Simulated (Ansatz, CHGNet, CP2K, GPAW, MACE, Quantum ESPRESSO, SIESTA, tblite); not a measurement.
## Random packing of Si31O39C14H16 (at. %) (83 atoms): runs against a plane-wave reference

Density of this cell: 2.29 g/cm³. The cell holds 83 atoms: 26 Si, 32 O, 12 C and 13 H. Its edges and angles: a = 10.052 Å, b = 10.052 Å, c = 10.052 Å, α = 90.0°, β = 90.0°, γ = 90.0°. 83 atoms (26 Si, 32 O, 12 C, 13 H) packed at random in a cube at 2.29 g/cm³ and pushed apart as soft spheres; a start for melting by ab initio MD, not an equilibrated structure. Then every atom was moved at random, 0.03 Å r.m.s. a Cartesian component (hydrogen 0.6 of that).

Geometry: as built.

The reference, a calculation:

```
method                 : Kohn-Sham DFT, PBE, PAW, plane waves (Ansatz 0.2.0); cutoff 420 eV, Γ point, fermi-dirac smearing of 0.05 eV; PAW set soft_2
r.m.s. force component : 1.852 eV/Å
longest force          : 8.771 eV/Å
pressure               : -12.31 GPa
SCF cycles             : 12
time                   : 5.2 s on 8 threads of Arm Neoverse V2, shared host
CPU time               : 36 s
```

Runs, in no order:
A. SIESTA PBE, SZP, shift 0.01 Ry, mesh 500 Ry: Kohn-Sham DFT, PBE, PseudoDojo 0.4.1 norm-conserving pseudopotentials (converted to PSML), numerical atomic orbitals (SZP), diagonalisation
B. CP2K PBE, TZV2P-MOLOPT, 600/50 Ry, diagonalisation: Kohn-Sham DFT, PBE, GTH-PBE pseudopotentials, Gaussian and plane waves, TZV2P-MOLOPT-GTH, diagonalisation
C. GPAW PBE, LCAO dzp, h 0.18 Å: Kohn-Sham DFT, PBE, PAW, atomic orbitals (dzp)
D. GPAW PBE, LCAO sz(dzp), h 0.18 Å: Kohn-Sham DFT, PBE, PAW, atomic orbitals (sz(dzp))
E. CP2K PBE, DZVP-MOLOPT-SR, 600/50 Ry, diagonalisation: Kohn-Sham DFT, PBE, GTH-PBE pseudopotentials, Gaussian and plane waves, DZVP-MOLOPT-SR-GTH, diagonalisation

Q: Order them from the smallest to the largest r.m.s. force difference.

B, E, C, A, D.

```tsv
run	Δ force, r.m.s. (meV/Å)	share of r.m.s. force (%)	CPU time
B. CP2K PBE, TZV2P-MOLOPT, 600/50 Ry, diagonalisation	46.9	2.53	49 min
E. CP2K PBE, DZVP-MOLOPT-SR, 600/50 Ry, diagonalisation	90.1	4.86	11 min
C. GPAW PBE, LCAO dzp, h 0.18 Å	165	8.92	4.4 min
A. SIESTA PBE, SZP, shift 0.01 Ry, mesh 500 Ry	475	25.6	10 min
D. GPAW PBE, LCAO sz(dzp), h 0.18 Å	1135	61.3	81 s
```

The electron count is odd in these runs, and they have no spin polarisation, so the unpaired electron is spread evenly over both spins. The electron count is odd and the run has no spin polarisation, so levels at the top are partly filled by construction. The electronic-structure runs sample only Γ, in a cell whose shortest periodic width is 10 Å, which is coarse for a cell with partly filled levels.

[Logs are printed without paths, hosts, clocks, repeated set-up lines and the standing remarks that a program may print on its own settings, such as how far it seeks lower states.]

[Hosts, paths, dates, database ids (printed as entryN), source tags and the programs' standing remarks are cut or masked in the printed files.]
